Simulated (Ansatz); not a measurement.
**Re (P6_3/mmc, 2 atoms in the cell) under biaxial strain in the (0001) plane, that of a and b**

Aim: how do the optical modes of Re (P6_3/mmc, 2 atoms in the cell) shift and split under this strain?

Program: Ansatz 0.2.0. Level of theory: DFT PBEsol, scalar-relativistic, plane waves, PAW; PAW set soft_1. Results are calculated unless marked as measured.

## 1. Starting point

It takes space group P6_3/mmc (No. 194, hexagonal). The conventional cell has a = 2.761 Å, b = 2.761 Å, c = 4.458 Å, α = 90.00°, β = 90.00°, γ = 120.00°. Nearest to Re lie 12 Re at 2.74 to 2.76 Å.

## 2. Bringing the structure to rest

The cell and atoms are relaxed, since residual forces and stress would shift the frequencies.

input.yaml reads:

```yaml
crystal:
  lattice:
    - [2.7608, 0.0, 0.0]
    - [-1.3804, 2.3909229348, 0.0]
    - [0.0, 0.0, 4.4582]
  atoms:
    - { symbol: Re, position: [0.33333333, 0.66666667, 0.25] }
    - { symbol: Re, position: [0.66666667, 0.33333333, 0.75] }
kpoints:
  mp_grid: { grid: [18, 18, 10] }
hamiltonian:
  xc: pbesol
  pseudopotentials: { kind: paw, azcp: { folder: soft_1 }, xc_functional: pbe }
scf:
  occupations: { method: gaussian, width: 0.1 }
output:
  forces: true
  stress: true
  eigenvalues: true
relax:
  adjacent_minimum: "off"
  f_tol: 0.005
  max_steps: 80
  cell: { stress_tol: 0.05 }
```

Command:

```
> ansatz run input.yaml --threads 4 --pin off --max-ram 10240MiB --backend cpu --events-out ev --progress --plain --runs-dir out
```

Numbers of over 12 decimals in the logs are rounded to 6 here.

What it wrote:

```text
Engine: ansatz 0.2.0, x86_64-unknown-linux-gnu
Pseudopotentials: kind: paw
Pseudopotential: Re, paw, valence charge 15, recommended cutoff 420 eV (normal), soft_1/Re.paw.azcp
Functional definition: PBEsol
  exchange = pbesol_x
  correlation = pbesol_c
Crystal: 2 atoms, lattice volume = 29.428 Å³
Basis set: ecut = 420 eV, 573 PW (Γ), exchange–correlation on 40×40×60 points (8 copies of the dense FFT grid, shifted against one another)
Bands: 19, of which v1, the nominal top of the filled ones, is band 15 counted from 1 (14 counted from 0)
Symmetry: 24 space group operations
Space group: P63/mmc (ITA 194), of the structure as read, at distance tolerance 3.1e-5 Å
k-points: 222 of 3240
Non-local potential: Re, projectors of the file, l = 0: 3, l = 1: 2, l = 2: 2, l = 3: 1
PAW form: soft (Blöchl's): semilocal exchange-correlation on the pseudo side does not see the compensation charge
PAW frozen core: Re, regenerated for the run's functional, and the local potential with it (the file was generated under x = pbe(κ = 0.804, μ = 0.219515), c = pbe(β = 0.066725))
PAW one-centre angular grid: Re, 590 points (default); XC on 64 Gauss nodes
Initial density: superposition of atomic densities (chi_scale 0.1, normalization cell)
Initial wavefunctions: pseudopotential atomic-orbital guess
Functional: x = pbesol(κ = 0.804, μ = 0.123457), c = pbesol(β = 0.046)
SCF iter   1: F=—  HF=-21477.182430 eV  |F-HF|=—  |Δ(HF+E_count)|=         —  Δρ=6.25e-2  dr2=1.08e0  ethr=3.10e-3  ⟨swp⟩=4.7  Hψ=16898  notcnv=0
preconditioner: auto → none  [metal: Δε(μ)=0.005 eV  Ē_g=6.409 eV  σ=0.100 eV  W_gap=0.03  n_scr=8 (ndim 8)  ℏωp=25.6 eV  f_vac=0.000  D(μ)=1.54/eV (n_scr^D=22)  sad-step TF]
SCF iter   2: F=—  HF=-21476.889892 eV  |F-HF|=—  |Δ(HF+E_count)|=   2.93e-1  Δρ=3.65e-2  dr2=3.53e-1  ethr=3.10e-3  ⟨swp⟩=2.0  Hψ=6811  notcnv=0  defer=14
SCF iter   3: F=—  HF=-21476.753395 eV  |F-HF|=—  |Δ(HF+E_count)|=   1.36e-1  Δρ=1.75e-3  dr2=3.22e-4  ethr=1.18e-3  ⟨swp⟩=3.0  Hψ=8159  notcnv=0  defer=13
SCF iter   4: F=—  HF=-21476.753747 eV  |F-HF|=—  |Δ(HF+E_count)|=   3.52e-4  Δρ=2.26e-4  dr2=1.48e-5  ethr=1.07e-6  ⟨swp⟩=2.1  Hψ=6191  notcnv=0  defer=13
SCF iter   5: F=—  HF=-21476.753743 eV  |F-HF|=—  |Δ(HF+E_count)|=   3.93e-6  Δρ=3.66e-5  dr2=2.76e-7  ethr=4.92e-8  ⟨swp⟩=2.0  Hψ=5739  notcnv=0  defer=13
SCF iter   6: F=-21476.753743 eV  HF=-21476.753743 eV  |F-HF|=3.53e-9  |Δ(HF+E_count)|=   2.34e-8  Δρ=7.58e-6  dr2=1.14e-8  ethr=3.33e-10  ⟨swp⟩=4.8  Hψ=16210  notcnv=0
SCF 1 converged in 6 iterations: F = -21476.753743 eV  dr2 = 1.14e-8
  greatest PAW one-centre occupation: 0.999 electrons in one spin orbital (limit 2), on the Re atom at site 1 (counted from 0), in its partial waves of l = 0
relax step   1: F+E_penalty+E_count = -21476.75374274 eV  Δ(F+E_penalty+E_count) = +0.000e0 eV  max|allowed force component| = 7.633e-17 eV/Å  Δτ_max = 0.0000 Å  P = -4.135 GPa  Ω = 29.428 Å³  (6 SCF iters, dr2 threshold 1.00e-7 eV, accepted)
Crystal: 2 atoms, lattice volume = 28.323 Å³
Basis set: ecut = 420 eV, 549 PW (Γ), exchange–correlation on 40×40×60 points (8 copies of the dense FFT grid, shifted against one another)
Initial density: handed on by an earlier stage of this run
Initial wavefunctions: those handed on with the density
iter 1 solved again at ethr=5.94e-7 eV; its pass at ethr=3.10e-3 eV (dr2=1.78e-4 eV) is discarded
SCF iter   1: F=—  HF=-21476.730842 eV  |F-HF|=—  |Δ(HF+E_count)|=         —  Δρ=1.31e-3  dr2=1.95e-4  ethr=5.94e-7  ⟨swp⟩=2.2  Hψ=25901  notcnv=0
preconditioner: auto → none  [metal: Δε(μ)=0.003 eV  Ē_g=6.421 eV  σ=0.100 eV  W_gap=0.02  n_scr=8 (ndim 8)  ℏωp=26.1 eV  f_vac=0.000  D(μ)=1.55/eV (n_scr^D=22)]
SCF iter   2: F=—  HF=-21476.731059 eV  |F-HF|=—  |Δ(HF+E_count)|=   2.16e-4  Δρ=6.24e-4  dr2=3.67e-5  ethr=5.94e-7  ⟨swp⟩=1.0  Hψ=4220  notcnv=0
SCF iter   3: F=—  HF=-21476.731138 eV  |F-HF|=—  |Δ(HF+E_count)|=   7.95e-5  Δρ=6.06e-5  dr2=6.63e-7  ethr=1.22e-7  ⟨swp⟩=1.0  Hψ=4220  notcnv=0
iter 4 did not close the SCF: its close was put off for the readings that it lacked (scf_convergence_deferred on its scf_iter line)
SCF iter   4: F=-21476.731138 eV  HF=-21476.731138 eV  |F-HF|=5.16e-9  |Δ(HF+E_count)|=   6.13e-8  Δρ=6.92e-6  dr2=8.04e-9  ethr=2.21e-9  ⟨swp⟩=2.0  Hψ=7108  notcnv=0
iter 5 did not close the SCF: its close was put off for the readings that it lacked (scf_convergence_deferred on its scf_iter line)
SCF iter   5: F=-21476.731138 eV  HF=-21476.731138 eV  |F-HF|=6.18e-11  |Δ(HF+E_count)|=   2.48e-9  Δρ=2.24e-6  dr2=3.17e-10  ethr=2.68e-11  ⟨swp⟩=2.3  Hψ=7099  notcnv=0
SCF iter   6: F=-21476.731138 eV  HF=-21476.731138 eV  |F-HF|=1.09e-11  |Δ(HF+E_count)|=  3.27e-11  Δρ=2.81e-7  dr2=1.17e-11  ethr=1.06e-12  ⟨swp⟩=1.0  Hψ=12693  notcnv=0
SCF 2 converged in 6 iterations: F = -21476.731138 eV  dr2 = 1.17e-11
relax step   2: F+E_penalty+E_count = -21476.73113802 eV  Δ(F+E_penalty+E_count) = +2.260e-2 eV  max|allowed force component| = 5.320e-17 eV/Å  Δτ_max = 0.0000 Å  P = +11.380 GPa  Ω = 28.323 Å³  energy of the carried Pulay correction = +6.092e-4 eV  (6 SCF iters, dr2 threshold 2.00e-7 eV, rejected (line search))
Crystal: 2 atoms, lattice volume = 29.125 Å³
iter 1 solved again at ethr=4.04e-7 eV; its pass at ethr=3.10e-3 eV (dr2=1.21e-4 eV) is discarded
SCF iter   1: F=—  HF=-21476.757878 eV  |F-HF|=—  |Δ(HF+E_count)|=         —  Δρ=9.68e-4  dr2=1.15e-4  ethr=4.04e-7  ⟨swp⟩=2.3  Hψ=25514  notcnv=0
preconditioner: auto → none  [metal: Δε(μ)=0.006 eV  Ē_g=6.201 eV  σ=0.100 eV  W_gap=0.03  n_scr=8 (ndim 8)  ℏωp=25.7 eV  f_vac=0.000  D(μ)=1.61/eV (n_scr^D=22)]
SCF iter   2: F=—  HF=-21476.757993 eV  |F-HF|=—  |Δ(HF+E_count)|=   1.15e-4  Δρ=4.52e-4  dr2=2.02e-5  ethr=3.84e-7  ⟨swp⟩=1.0  Hψ=4219  notcnv=0
SCF iter   3: F=—  HF=-21476.758036 eV  |F-HF|=—  |Δ(HF+E_count)|=   4.29e-5  Δρ=5.74e-5  dr2=6.26e-7  ethr=6.72e-8  ⟨swp⟩=1.0  Hψ=4219  notcnv=0
SCF iter   4: F=—  HF=-21476.758034 eV  |F-HF|=—  |Δ(HF+E_count)|=   1.76e-6  Δρ=5.75e-6  dr2=6.29e-9  ethr=2.09e-9  ⟨swp⟩=2.0  Hψ=7106  notcnv=0
SCF iter   5: F=—  HF=-21476.758034 eV  |F-HF|=—  |Δ(HF+E_count)|=   1.89e-9  Δρ=1.75e-6  dr2=2.15e-10  ethr=2.10e-11  ⟨swp⟩=2.4  Hψ=7168  notcnv=0
SCF iter   6: F=-21476.758034 eV  HF=-21476.758034 eV  |F-HF|=7.28e-12  |Δ(HF+E_count)|=  2.18e-11  Δρ=2.30e-7  dr2=6.28e-12  ethr=1.00e-12  ⟨swp⟩=5.4  Hψ=17705  notcnv=0
SCF 3 converged in 6 iterations: F = -21476.758034 eV  dr2 = 6.28e-12
relax step   3: F+E_penalty+E_count = -21476.75803441 eV  Δ(F+E_penalty+E_count) = -4.292e-3 eV  max|allowed force component| = 9.252e-18 eV/Å  Δτ_max = 0.0000 Å  P = -0.194 GPa  Ω = 29.125 Å³  energy of the carried Pulay correction = +1.646e-4 eV  (6 SCF iters, accepted)
[...]
relax step   4: F+E_penalty+E_count = -21476.75805118 eV  Δ(F+E_penalty+E_count) = -1.677e-5 eV  max|allowed force component| = 6.014e-17 eV/Å  Δτ_max = 0.0000 Å  P = +0.004 GPa  Ω = 29.111 Å³  energy of the carried Pulay correction = +1.727e-4 eV  (6 SCF iters, dr2 threshold 9.69e-8 eV, accepted)
Initial wavefunctions: pseudopotential atomic-orbital guess (no wavefunctions were taken with the density)
iter 1 solved again at ethr=1.06e-8 eV; its pass at ethr=3.10e-3 eV (dr2=3.17e-6 eV) is discarded
SCF iter   1: F=—  HF=-21476.757878 eV  |F-HF|=—  |Δ(HF+E_count)|=         —  Δρ=2.76e-5  dr2=3.42e-8  ethr=1.06e-8  ⟨swp⟩=3.6  Hψ=30138  notcnv=0
SCF iter   2: F=—  HF=-21476.757878 eV  |F-HF|=—  |Δ(HF+E_count)|=   6.99e-7  Δρ=1.29e-5  dr2=6.49e-9  ethr=1.14e-10  ⟨swp⟩=2.7  Hψ=7522  notcnv=0
SCF iter   3: F=—  HF=-21476.757878 eV  |F-HF|=—  |Δ(HF+E_count)|=   1.26e-9  Δρ=1.12e-6  dr2=6.55e-11  ethr=2.16e-11  ⟨swp⟩=3.0  Hψ=7566  notcnv=0
iter 4 did not close the SCF: its close was put off for the readings that it lacked (scf_convergence_deferred on its scf_iter line)
SCF iter   4: F=-21476.757878 eV  HF=-21476.757878 eV  |F-HF|=1.09e-11  |Δ(HF+E_count)|=  5.09e-11  Δρ=2.00e-7  dr2=3.03e-12  ethr=1.00e-12  ⟨swp⟩=1.0  Hψ=4218  notcnv=0
iter 5 did not close the SCF: its close was put off for the readings that it lacked (scf_convergence_deferred on its scf_iter line)
SCF iter   5: F=-21476.757878 eV  HF=-21476.757878 eV  |F-HF|=1.09e-11  |Δ(HF+E_count)|=  7.28e-12  Δρ=9.68e-9  dr2=2.57e-14  ethr=1.00e-12  ⟨swp⟩=1.0  Hψ=4218  notcnv=0
iter 6 did not close the SCF: its close was put off for the readings that it lacked (scf_convergence_deferred on its scf_iter line)
SCF iter   6: F=-21476.757878 eV  HF=-21476.757878 eV  |F-HF|=0.00e0  |Δ(HF+E_count)|=  1.46e-11  Δρ=1.49e-9  dr2=3.14e-16  ethr=1.00e-12  ⟨swp⟩=1.0  Hψ=4218  notcnv=0
iter 7 did not close the SCF: its close was put off for the readings that it lacked (scf_convergence_deferred on its scf_iter line)
SCF iter   7: F=-21476.757878 eV  HF=-21476.757878 eV  |F-HF|=1.09e-11  |Δ(HF+E_count)|=  3.64e-12  Δρ=4.34e-10  dr2=5.14e-17  ethr=1.00e-12  ⟨swp⟩=1.0  Hψ=4218  notcnv=0
SCF iter   8: F=-21476.757878 eV  HF=-21476.757878 eV  |F-HF|=7.28e-12  |Δ(HF+E_count)|=  3.64e-12  Δρ=1.79e-10  dr2=8.02e-18  ethr=1.00e-12  ⟨swp⟩=1.7  Hψ=9635  notcnv=0
SCF 5 converged in 8 iterations: F = -21476.757878 eV  dr2 = 8.02e-18
relax step   5: F+E_penalty+E_count = -21476.75787844 eV  Δ(F+E_penalty+E_count) = +1.727e-4 eV  max|allowed force component| = 4.163e-17 eV/Å  Δτ_max = 0.0000 Å  P = +0.004 GPa  Ω = 29.111 Å³  stress off target by 4.27e-3 GPa  SCF on the basis re-selected at this cell (its energy is not comparable with the rows above)  (8 SCF iters)
basis re-selected at this cell: Δ(F+E_penalty+E_count) = +1.727e-4 eV, ΔP = +0.000 GPa vs the last step (what re-selecting the basis moved, of the pressure what is left beyond the Pulay correction that the steps carried, after the strain that the cell walked since its last selection, with what the two solves' SCF thresholds leave and, on support functions, any second-order correction that the steps lacked; it is no m [...]
SCF converged after 8 iterations
Free energy (F): -21476.757878 eV
Harris-Foulkes:  -21476.757878 eV  (|F-HF|=7.28e-12)
Internal energy: -21476.749819 eV  (E = F + TS)
E sigma→0 (E₀):  -21476.753849 eV
Entropy (-TS):   -0.008059 eV (-4.030 meV/atom)
Fermi energy:    24.143475 eV
--- Per-component energies (eV) ---
  E_band       = -138.000828
  E_kinetic    = 1047.614359
  E_local      = -1530.196399  (includes V_loc(G=0)·N_el)
  E_nonlocal   = 165.147433
  E_hartree    = 533.935981
  E_xc         = -709.155960
  E_vxc        = -580.896645  (∫ρ·V_xc dr)
  E_paw        = -17152.136185  (= ΣΔE_a)
  E_vpaw       = -307.541641  (= ΣTr[D̂ρ^β])
  E_aug_tail   = 0.000102  (compensation charges beyond the density's cutoff)
  E_ewald      = -3832.425804
  E_core_change = 0.466653  (= ΣΔE_core)
  E_smearing   = -0.008059  (= −TS)
  E_closure    = -0.000000  (closes the sum)
  Σ components = -21476.757878   (vs F -21476.757878, Δ=0.00e0)
--- Forces (eV/Å), atoms counted from 1 ---
  atom   1  Re    -0.00000000     0.00000000     0.00000000
  atom   2  Re     0.00000000    -0.00000000    -0.00000000
  max |Σ_I F_I| component: 1.85e-17 eV/Å
--- Stress (GPa, compression-positive) ---
        0.004018       0.000000      -0.000000
       -0.000000       0.004018       0.000000
       -0.000000       0.000000       0.004274
  P = ⅓ Tr σ = 0.0041 GPa (0.041 kbar)
--- Band table (eV; the first three rows and the last of 222) ---
  k-point 0: bands = [... 11 lower, 22.5500, 22.5500, 23.4045, 23.4045, 24.3548, 24.3548, 24.8000, 27.5883]
  k-point 1: bands = [... 11 lower, 22.4881, 22.4881, 23.3267, 23.3267, 24.4500, 24.5292, 24.5292, 27.6047]
  k-point 2: bands = [... 11 lower, 22.3728, 22.3728, 23.1245, 23.1245, 23.6201, 24.9720, 24.9720, 27.6091]
  k-point 221: bands = [... 11 lower, 20.3782, 21.9981, 21.9981, 24.2189, 24.2189, 27.5789, 27.5789, 33.8390]
--- Relaxed structure (4 steps of the walk, 3 accepted, 1 SCFs on fresh bases) ---
  F+E_penalty+E_count = -21476.75787844 eV   max|allowed force component| = 4.163e-17 eV/Å   (the final SCF, on the basis selected at the relaxed cell)
  cell:  # Å, volume = 29.1106 Å³
    - [2.750467, 0, 0]
    - [-1.375234, 2.381974, 0]
    - [0, 0, 4.443324]
  atoms:
    - { symbol: Re, position: [0.333333, 0.666667, 0.25] }
    - { symbol: Re, position: [0.666667, 0.333333, 0.750000] }
```

The job ended after 19 s (4 threads of Intel Xeon at 2.50GHz (Skylake/Cascade Lake), shared host; peak memory 0.44 GiB).

Step by step:

```tsv
step	energy less that of the first step (eV)	largest force component (eV/Å)	pressure (GPa)	volume (Å³)
1	0.0000	0.0000	-4.14	29.43
2	0.0226	0.0000	11.38	28.32
3	-0.0043	0.0000	-0.19	29.13
4	-0.0043	0.0000	0.00	29.11
5*	-0.0041	0.0000	0.00	29.11
```

Relaxation steps marked * repeat the geometry before them on a plane-wave basis chosen anew for their cell, so energy and pressure can jump there. Relaxation step 2 was tried and not accepted.

Forces are held to the 24 operations that the run works with; a distortion that breaks them can't arise in this run.

```tsv
conventional cell, symmetrised	before	after	change
a (Å)	2.761	2.750	-0.4 %
b (Å)	2.761	2.750	-0.4 %
c (Å)	4.458	4.443	-0.3 %
volume (Å³/atom)	14.71	14.56	-1.1 %
```

The relaxed structure:

```cif
data_structure
_symmetry_space_group_name_H-M 'P 1'
_symmetry_Int_Tables_number 1
_cell_length_a 2.7505
_cell_length_b 2.7505
_cell_length_c 4.4433
_cell_angle_alpha 90.000
_cell_angle_beta 90.000
_cell_angle_gamma 120.000
_cell_volume 29.11
loop_
_atom_site_label
_atom_site_type_symbol
_atom_site_fract_x
_atom_site_fract_y
_atom_site_fract_z
_atom_site_occupancy
Re1 Re 0.33333 0.66667 0.25000 1
Re2 Re 0.66667 0.33333 0.75000 1
```

This step gave:

| Item | Value |
| --- | --- |
| pressure | 0.004103 GPa |
| volume per atom | 14.56 Å³ |
| gap on the k-mesh | 0 eV |

In this step the volume went from 14.71 to 14.56 Å³/atom.

[end of part 1 of 3]

[Logs are printed without paths, hosts, clocks, repeated set-up lines and the standing remarks that a program may print on its own settings, such as how far it seeks lower states.]

[Hosts, paths, dates, database ids (printed as entryN), source tags and the programs' standing remarks are cut or masked in the printed files.]
